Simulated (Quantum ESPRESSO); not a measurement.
# Collinear magnetic orders of MnPt with Quantum ESPRESSO, part 2 of 2

Aim: find out which collinear order of MnPt costs least.

Quantum ESPRESSO 7.5; PBEsol; plane waves with GBRV 1.5 PBEsol potentials, no spin-orbit coupling.

So far, absolute magnetization (μB): step 2 (start 1: ferro +) 4.27.

### Step 4. Run 3, typed as antiferro q=(0,0,1/2) +−

This order needs a doubled cell of 4 atoms.

The input, pw.in:

```
&CONTROL
  calculation = 'scf'
  prefix = 'pwscf'
  outdir = './tmp'
  pseudo_dir = './pseudo'
  disk_io = 'nowf'
/
&SYSTEM
  ibrav = 0
  nat = 4
  ntyp = 3
  ecutwfc = 40
  ecutrho = 280
  nbnd = 41
  occupations = 'smearing'
  smearing = 'fd'
  degauss = 0.00734986
  nspin = 2
  starting_magnetization(1) = 0.2333
  starting_magnetization(2) = -0.2333
  starting_magnetization(3) = 0
/
&ELECTRONS
  conv_thr = 8d-09
  electron_maxstep = 150
  mixing_beta = 0.3
/
ATOMIC_SPECIES
Mn1    54.9380 mn_pbesol_v1.5.uspp.F.UPF
Mn2    54.9380 mn_pbesol_v1.5.uspp.F.UPF
Pt    195.0840 pt_pbesol_v1.4.uspp.F.UPF
CELL_PARAMETERS angstrom
   2.8300000000    0.0000000000    0.0000000000
   0.0000000000    2.8300000000    0.0000000000
   0.0000000000    0.0000000000    7.3200000000
ATOMIC_POSITIONS crystal
Mn1     0.0000000000    0.0000000000    0.0000000000
Mn2     0.0000000000    0.0000000000    0.5000000000
Pt      0.5000000000    0.5000000000    0.2500000000
Pt      0.5000000000    0.5000000000    0.7500000000
K_POINTS automatic
10 10 5 0 0 0
```

On the command line:

```
$ OMP_NUM_THREADS=1 mpirun -n 4 pw.x -nk 4 -in pw.in > pw.out
```

What it wrote:

```text
     [... lines left out ...]
Program PWSCF v.7.5 starts
     [... lines left out ...]
     number of atoms/cell      =            4
     [... lines left out ...]
     number of electrons       =        62.00
     number of Kohn-Sham states=           41
     kinetic-energy cutoff     =      40.0000  Ry
     charge density cutoff     =     280.0000  Ry
     scf convergence threshold =      8.0E-09
     [... lines left out ...]
     16 Sym. Ops., with inversion, found
     [... lines left out ...]
     number of k points=    63  Fermi-Dirac smearing, width (Ry)=  0.0073
     [... lines left out ...]
     iteration # 14     ecut=    40.00 Ry     beta= 0.30
     [... lines left out ...]
     Magnetic moment per site  (integrated on atomic sphere of radius R)
     atom   1 (R=0.395)  charge= 13.6115  magn=  3.7147
     atom   2 (R=0.395)  charge= 13.6104  magn= -3.7146
     atom   3 (R=0.395)  charge= 13.8803  magn=  0.0000
     atom   4 (R=0.395)  charge= 13.8803  magn=  0.0000
     [... lines left out ...]
     the Fermi energy is    18.8803 ev
!    total energy              =    -843.34512449 Ry
     estimated scf accuracy    <          4.5E-09 Ry
     smearing contrib. (-TS)   =      -0.00649925 Ry
     [... lines left out ...]
     total magnetization       =    -0.00 Bohr mag/cell
     absolute magnetization    =     8.04 Bohr mag/cell
     convergence has been achieved in  14 iterations
```

Wall time 50 s (4 MPI ranks of Intel Xeon Platinum 8488C (Sapphire Rapids), shared host); peak memory 0.52 GiB.

Spin moment in the atom's sphere by atom:

| atom | spin moment in the atom's sphere (μB) |
| --- | --- |
| Mn1 | 3.71 |
| Mn2 | -3.71 |
| Pt3 | 0.00 |
| Pt4 | 0.00 |

This step gave:

```
smearing term TS       : 0.08843 eV
magnetization          : 0 μB
absolute magnetization : 8.041 μB
final state            : antiferromagnetic
```

### Step 5. Start 4: no spin polarisation

The input, pw.in:

```
&CONTROL
  calculation = 'scf'
  prefix = 'pwscf'
  outdir = './tmp'
  pseudo_dir = './pseudo'
  disk_io = 'nowf'
/
&SYSTEM
  ibrav = 0
  nat = 2
  ntyp = 2
  ecutwfc = 40
  ecutrho = 280
  nbnd = 23
  occupations = 'smearing'
  smearing = 'fd'
  degauss = 0.00734986
/
&ELECTRONS
  conv_thr = 4d-09
  electron_maxstep = 150
  mixing_beta = 0.3
/
ATOMIC_SPECIES
Mn     54.9380 mn_pbesol_v1.5.uspp.F.UPF
Pt    195.0840 pt_pbesol_v1.4.uspp.F.UPF
CELL_PARAMETERS angstrom
   2.8300000000    0.0000000000    0.0000000000
   0.0000000000    2.8300000000    0.0000000000
   0.0000000000    0.0000000000    3.6600000000
ATOMIC_POSITIONS crystal
Mn      0.0000000000    0.0000000000    0.0000000000
Pt      0.5000000000    0.5000000000    0.5000000000
K_POINTS automatic
10 10 10 0 0 0
```

What it wrote:

```text
     [... lines left out ...]
Program PWSCF v.7.5 starts
     [... lines left out ...]
     number of atoms/cell      =            2
     [... lines left out ...]
     number of electrons       =        31.00
     number of Kohn-Sham states=           23
     kinetic-energy cutoff     =      40.0000  Ry
     charge density cutoff     =     280.0000  Ry
     scf convergence threshold =      4.0E-09
     [... lines left out ...]
     16 Sym. Ops., with inversion, found
     [... lines left out ...]
     number of k points=   126  Fermi-Dirac smearing, width (Ry)=  0.0073
     [... lines left out ...]
     iteration # 13     ecut=    40.00 Ry     beta= 0.30
     [... lines left out ...]
     the Fermi energy is    18.5977 ev
!    total energy              =    -421.60382896 Ry
     estimated scf accuracy    <          2.1E-10 Ry
     smearing contrib. (-TS)   =      -0.01196839 Ry
     [... lines left out ...]
     convergence has been achieved in  13 iterations
```

Wall time 10 s (4 MPI ranks); peak memory 0.32 GiB.

This step gave:

```
smearing term TS : 0.1628 eV
final state      : non-magnetic (no spin polarisation)
```

### Step 6. Energies of the orders

An order is kept where moments of 0.15 μB or more survive with the typed signs; meshes match where a doubled cell samples the same k points as the first cell.

Orders:

| start | final state | typed order kept | energy over the lowest (meV a seeded atom) | largest site moment (μB) | net moment (μB a cell of the first run) | mesh matched | CPU time (s) |
| --- | --- | --- | --- | --- | --- | --- | --- |
| ferro + | ferromagnetic | yes | 332.5 | 3.724 | 4.186 | yes | 95.21 |
| antiferro q=(1/2,1/2,0) +- | antiferromagnetic | yes | 0 | 3.692 | 0 | yes | 227.9 |
| antiferro q=(0,0,1/2) +- | antiferromagnetic | yes | 272.8 | 3.715 | 0 | yes | 199.1 |
| no spin polarisation | non-magnetic | - | 1208 | 0 | 0 | yes | 39.29 |

### Step 7. Couplings from the energies

E = −Σ J e·e over ordered pairs of unit vectors, so each pair counts twice. As many shells are taken as there are differences of energy, so the couplings are solved for and no residual tests the model; further shells are folded in, and shells whose pairs keep their relative signs in all orders cancel and are not probed. Couplings from the energies:

| pair | distance (Å) | neighbours an atom | J (meV) |
| --- | --- | --- | --- |
| Mn-Mn | 2.83 | 4 | -41.56 |
| Mn-Mn | 3.66 | 2 | -14.91 |

### Step 8. Summary of results

| Quantity | Value |
| --- | --- |
| lowest state found | antiferromagnetic (from antiferro q=(1/2,1/2,0) +-) |
| largest site moment | 3.69 μB |
| next state with moments | antiferromagnetic, 273 meV a seeded atom higher |
| state without moments | 1208 meV a seeded atom higher |
| J of the weightiest shell (Mn-Mn, 2.83 Å; E = −Σ J e·e, ordered pairs) | -41.6 meV |

What this shows: The largest moment changes by 0.84 % between the kept orders, as for well localised moments. Only these 4 starts were compared; other wavevectors, canted and longer-period orders were not. Energies are free energies at an electronic temperature of 1160 K, which lowers moments and differences where the moments are itinerant.

[Logs and program files are shortened in this print: banners, set-up blocks, solver, clock and traceback lines can be left out without a mark of their own.]

[Logs are printed without paths, hosts, clocks, repeated set-up lines and the standing remarks that a program may print on its own settings, such as how far it seeks lower states.]

[Hosts, paths, dates, database ids (printed as entryN), source tags and the programs' standing remarks are cut or masked in the printed files.]

[Where a cell is said to come from a database of computed structures, the database is the Materials Project.]
